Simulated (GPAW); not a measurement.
## Dielectric function and optical constants of Ir

Aim: the dielectric function of Ir, and the optical constants that follow from it. The cell comes from an older database entry, whose edges can differ from later determinations, mostly by under a per cent.

Program: GPAW 26.7.0. Level of theory: DFT, PBE, plane-wave PAW (GPAW data sets), scalar-relativistic, RPA, optical limit. Results are calculated unless marked as measured.

This is a report of a sequence of runs, with most program output left out.

The database entry behind the starting cell differs from later determinations by our own check (0.1 to 0.3 % short, probably kX units), so it need not match the best structure at ambient conditions.

### Step 1. The starting structure

The structure is cubic, space group Fm-3m (No. 225). Conventional cell: a = 3.831 Å, b = 3.831 Å, c = 3.831 Å, α = 90.00°, β = 90.00°, γ = 90.00°. Nearest to Ir lie 12 Ir at 2.71 Å.

### Step 2. Ground state

First the ground state: is it a metal or has it a gap?

This step: DFT, PBE, plane-wave PAW (GPAW data sets), scalar-relativistic, ground state (GPAW 26.7.0).

gs.py reads:

```python
from ase import Atoms
from ase.dft.bandgap import bandgap
from gpaw import GPAW, PW, FermiDirac

atoms = Atoms(['Ir'],
              cell=[[0.000000000000, 1.915600000000, 1.915600000000],
                    [1.915600000000, 0.000000000000, 1.915600000000],
                    [1.915600000000, 1.915600000000, 0.000000000000]],
              scaled_positions=[[0.000000000000, 0.000000000000, 0.000000000000]],
              pbc=[True, True, True])
atoms.calc = GPAW(mode=PW(500), xc='PBE', kpts={'size': (10, 10, 10), 'gamma': True},
                  occupations=FermiDirac(0.05), maxiter=150, txt='gs.txt')
print('energy (eV)', atoms.get_potential_energy())
print('Fermi level (eV)', atoms.calc.get_fermi_level())
print('valence electrons', atoms.calc.get_number_of_electrons())
print('gap (eV)', bandgap(atoms.calc, output=None)[0])
print('direct gap (eV)', bandgap(atoms.calc, direct=True, output=None)[0])
atoms.calc.write('gs.gpw')
```

The run is started by

```sh
$ OMP_NUM_THREADS=1 python gs.py
```

It took 5.5 s on 1 thread of Arm Neoverse V1, shared host; peak memory 0.12 GiB.

Read-outs, printed or worked out from the files:

* energy: -9.381 eV
* Fermi energy: 15.14 eV
* electrons: 15

There are states at the Fermi level within the smearing, so the occupations stay smeared and the carriers get a Drude term.

### Step 3. Bands for the response

The response needs many more empty bands than the density does.

This step: DFT, PBE, plane-wave PAW (GPAW data sets), scalar-relativistic, bands at fixed density (GPAW 26.7.0).

nscf.py reads:

```python
from ase.dft.bandgap import bandgap
from gpaw import GPAW, FermiDirac

calc = GPAW('gs.gpw').fixed_density(kpts={'size': (19, 19, 19), 'gamma': True}, nbands=24, convergence={'bands': 18},
                                    occupations=FermiDirac(0.05), txt='nscf.txt')
print('gap (eV)', bandgap(calc, output=None)[0])
print('direct gap (eV)', bandgap(calc, direct=True, output=None)[0])
print('top band over the Fermi level (eV)', min(calc.get_eigenvalues(kpt=k)[17] for k in range(len(calc.get_ibz_k_points()))) - calc.get_fermi_level())
calc.write('full.gpw', mode='all')
```

The run is started by

```sh
$ OMP_NUM_THREADS=1 python nscf.py
```

Wall time 27 s (1 thread); peak memory 0.17 GiB.

### Step 4. Dielectric function, RPA

Local fields let the induced charge screen the field inside the cell, which as a rule lowers ε, most along directions where the density is uneven.

This step: DFT, PBE, plane-wave PAW (GPAW data sets), scalar-relativistic, RPA, optical limit (GPAW 26.7.0).

df.py reads:

```python
from gpaw.response.df import DielectricFunction

df = DielectricFunction('full.gpw', frequencies={'type': 'nonlinear', 'domega0': 0.03, 'omega2': 8},
                        ecut=50,
                        eta=0.15,
                        nbands=18,
                        rate=0.05,
                        txt='df.txt')
for direction in ['x']:
    df.get_dielectric_function(xc='RPA', direction=direction, filename=f'df_{direction}.csv')
```

The run is started by

```sh
$ OMP_NUM_THREADS=1 python df.py
```

Wall time 8.9 s (1 thread); peak memory 0.19 GiB.

Some rows of df_x.csv (energy; Re and Im without local fields; Re and Im with them):

```text
0.000000, 55854.434717, 0.000000, 55854.432472, 0.000000
0.460735, -627.684014, 241.528086, -627.681157, 241.544985
0.943989, -138.366270, 44.718983, -138.371210, 44.724638
1.451455, -61.101313, 32.942530, -61.105529, 32.960211
1.984998, -30.109952, 23.875756, -30.112610, 23.894555
2.546682, -24.072420, 21.806486, -24.078950, 21.846695
3.138794, -17.952697, 15.445089, -17.988651, 15.517426
3.763875, -11.620429, 11.867407, -11.664574, 11.918566
4.424758, -10.558387, 10.853777, -10.613341, 10.918780
5.124608, -9.017126, 4.462801, -9.097751, 4.494373
5.866977, -5.281999, 4.340408, -5.360897, 4.390016
6.655862, -3.370295, 3.207743, -3.449616, 3.213726
7.495775, -1.724589, 3.186567, -1.790385, 3.192920
8.391833, 0.312196, 3.555564, 0.261769, 3.576324
9.349861, 0.162747, 4.705572, 0.119734, 4.772948
10.376517, -1.267568, 5.057481, -1.343352, 5.156622
11.479449, -1.898109, 3.061695, -2.051984, 3.132902
12.667487, -1.362117, 2.138788, -1.574389, 2.197446
13.950874, -0.593751, 1.994517, -0.826953, 1.935201
```

Sum at mesh points, not converged in k. Table of Im ε, E ∥ x by photon energy; read off at these points:

photon energy (eV), Im ε, E ∥ x and a bar:
```
     0.50        198 ##############################
     1.00         43 ######
     1.50         31 ####
     2.00         24 ###
     2.28         27 ####
     2.50         23 ###
     3.00         17 ##
     3.50         12 ##
     4.00         12 #
     4.50         11 #
     5.00          6 #
     5.50          4 
     6.00          4 
     6.50          4 
     7.00          3 
     7.50          3 
     8.00          3 
     8.50          4 
     9.00          4 
     9.50          5 
    10.00          5 
    10.50          5 
    11.00          4 
    11.50          3 
    12.00          3 
    12.50          2 
    13.00          2 
    13.50          2
```

Values under 1 per cm are given as 1; sum at mesh points, not converged in k. Absorption coefficient, E ∥ x against photon energy:

photon energy (eV), log10 absorption coefficient, E ∥ x (1/cm) and a bar from the least value:
```
    0.492        6.1 ###
    1.010        6.1 
    1.486        6.1 ##
    1.985        6.1 ##
    2.508        6.1 ##########
    3.018        6.1 ###########
    3.510        6.1 ##########
    3.980        6.2 #############
    4.516        6.2 ####################
    4.981        6.2 ####################
    5.515        6.2 ############
    6.021        6.2 #############
    6.494        6.1 ###########
    6.985        6.1 ######
    7.496        6.1 #####
    8.026        6.1 
    8.516        6.1 ####
    9.023        6.1 ####
    9.483        6.2 ##############
   10.026        6.2 ###################
   10.519        6.3 ############################
   11.029        6.3 ##############################
   11.479        6.3 ############################
   12.023        6.3 ########################
   12.504        6.3 ############################
   13.000        6.2 ######################
   13.512        6.2 ####################
```

Sum at mesh points, not converged in k. Reflectivity at normal incidence, E ∥ x against photon energy; read off at these points:

photon energy (eV), reflectivity at normal incidence, E ∥ x (%) and a bar from the least value:
```
     0.50       97.2 ##############################
     1.00       94.2 #############################
     1.50       88.4 ##########################
     2.00       80.8 #######################
     2.50       78.0 ######################
     3.00       73.7 ####################
     3.50       71.5 ###################
     4.00       67.7 ##################
     4.50       69.5 ##################
     5.00       76.6 #####################
     5.08       77.1 ######################
     5.50       67.3 #################
     6.00       64.3 ################
     6.50       58.1 #############
     7.00       46.8 #########
     7.50       41.4 ######
     8.00       32.6 ###
     8.50       27.0 
     8.77       31.6 ##
     9.00       26.2 
     9.50       30.6 ##
    10.00       31.7 ##
    10.50       39.9 ######
    11.00       42.2 #######
    11.25       45.6 ########
    11.50       43.9 #######
    12.00       37.1 #####
    12.42       44.3 ########
    12.50       44.1 ########
    13.00       38.7 #####
    13.50       29.0 #
    13.77       34.5 ####
```

Sum at mesh points, not converged in k. Im ε, E ∥ x against photon energy; read off at these points:

```tsv
photon energy (eV)	without local fields	with local fields
0.50	198	198
1.00	43.3	43.3
1.50	31.3	31.3
2.00	23.8	23.8
2.28	27.1	27.1
2.50	22.8	22.9
3.00	17.4	17.5
3.50	12.0	12.0
4.00	11.7	11.7
4.50	10.6	10.6
5.00	5.52	5.56
5.50	4.16	4.19
6.00	3.89	3.93
6.50	3.54	3.55
7.00	3.36	3.37
7.50	3.18	3.19
8.00	2.85	2.86
8.50	4.02	4.04
9.00	3.67	3.70
9.50	4.67	4.73
10.00	4.84	4.91
10.50	4.87	4.98
11.00	4.12	4.21
11.50	3.03	3.10
12.00	2.71	2.78
12.50	2.32	2.39
13.00	1.94	1.96
13.50	2.24	2.24
```

The loss function −Im 1/ε at q → 0, E ∥ x has structure finer than the step of the table below, so its rows give means over 0.5 eV, whole bins alone (the curve runs from 0.305 to 14.0 eV). Peaks (eV: height): 8.15: 0.344, 13.34: 0.477.

Sum at mesh points, not converged in k. The loss function −Im 1/ε at q → 0, E ∥ x by energy loss; means over each step:

```tsv
energy loss (eV)	loss function −Im 1/ε at q → 0, E ∥ x
1.0	0.00294
1.5	0.00791
2.0	0.0170
2.5	0.0210
3.0	0.0277
3.5	0.0376
4.0	0.0469
4.5	0.0451
5.0	0.0431
5.5	0.0752
6.0	0.0988
6.5	0.134
7.0	0.190
7.5	0.243
8.0	0.313
8.5	0.262
9.0	0.259
9.5	0.209
10.0	0.201
10.5	0.184
11.0	0.194
11.5	0.228
12.0	0.273
12.5	0.272
13.0	0.368
13.5	0.421
```

Optical constants at common wavelengths, from n + ik = √ε:

```tsv
wavelength (nm)	n	k	R (%)	1/α
1550	1.87	14.518	96.6	8.5 nm
800	2.00	7.519	87.8	8.5 nm
633	2.04	5.961	81.8	8.5 nm
532	2.42	5.508	77.0	7.7 nm
405	1.87	4.609	74.6	7.0 nm
365	1.49	4.088	74.0	7.1 nm
308	1.61	3.622	67.7	6.8 nm
```

In reflection the computed colour is near white: x = 0.316, y = 0.329, luminous reflectivity 78 %.

### Step 5. Summary of results

**Reading.** At this level (PBE, RPA) Ir is a metal. The mesh is too coarse to trust the carriers' weight, the reflectivity or the colour to better than tens of per cent. In reflection the computed colour is near white: x = 0.316, y = 0.329, luminous reflectivity 78 %. The carriers' damping of 0.05 eV is typed, not computed; it shapes the response at the lowest energies. Spin-orbit coupling is left out although heavy atoms are present. In this version of GPAW the matrix elements of the optical limit are incomplete, which can lower ε − 1 by up to a tenth where first-row anions or d states rule, and shift it by more in d metals. GPAW's carrier term has the form −ωp²/(ω + i·rate)², which damps like twice the rate and fails at low energy, so the curves leave the lowest energies out. The sum runs over mesh points 0.15 Å⁻¹ apart with no interpolation, so peaks are partly noise of the mesh, and the Drude plasma energy, a sum over the Fermi surface, isn't converged.

[Machine, clock and banner lines and Python warnings are left out of the logs.]

[Logs are printed without paths, hosts, clocks, repeated set-up lines and the standing remarks that a program may print on its own settings, such as how far it seeks lower states.]

[Hosts, paths, dates, database ids (printed as entryN), source tags and the programs' standing remarks are cut or masked in the printed files.]
